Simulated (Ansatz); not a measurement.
Two G0W0 runs on TiO2 (Anatase).

```yaml
crystal:
  lattice:
    - [-1.89210, 1.89210, 4.75730]
    - [1.89210, -1.89210, 4.75730]
    - [1.89210, 1.89210, -4.75730]
  atoms:
    - { symbol: Ti, position: [0.00000, 0.00000, 0.00000] }
    - { symbol: Ti, position: [0.75000, 0.25000, 0.50000] }
    - { symbol: O, position: [0.20810, 0.20810, 0.00000] }
    - { symbol: O, position: [0.95810, 0.45810, 0.50000] }
    - { symbol: O, position: [0.54190, 0.04190, 0.50000] }
    - { symbol: O, position: [0.79190, 0.79190, 0.00000] }
```

The cell and positions come from the Crystallography Open Database and are kept as given unless a step says otherwise. PAW set soft_2, made with PBE.

The first (Ansatz 0.2.0; start PBE, 6×6×6 mesh, 539 empty bands, screening to 230 eV; 1 × NVIDIA H100 80GB HBM3 (shared by 3 runs) with 3 threads of AMD EPYC 7R13 (Zen 3), shared host) gave, on its mesh: starting gap 2.17 eV, G0W0 gap 3.67 eV, RPA ε∞ (mean) 6.36, 96 s.

The second gave: starting gap 2.17 eV, G0W0 gap 3.61 eV, RPA ε∞ (mean) 6.39, 85 s.

Question: What was changed in the input? Choose among start, files, mesh, bands and cutoff, frequency model or another key.

Changed: empty bands from 539 to 250 and screening cutoff (eV) from 230.0 to 138. The starting gap stayed, which rules out the functional and points to the GW step. Other changes could give like numbers; this is the one that was made.

Limits: not at the basis limit.

[Paths, hosts, dates, memory and timing lines, banners, echoed tables and standing remarks are left out of the program output.]

[Logs are printed without paths, hosts, clocks, repeated set-up lines and the standing remarks that a program may print on its own settings, such as how far it seeks lower states.]

[Runs of the session that timed out or met a known fault of the program may be left out.]

[Cells called generated may have been cut or substituted from an entry of the Crystallography Open Database or the Materials Project.]

[Hosts, paths, dates, database ids (printed as entryN), source tags and the programs' standing remarks are cut or masked in the printed files.]
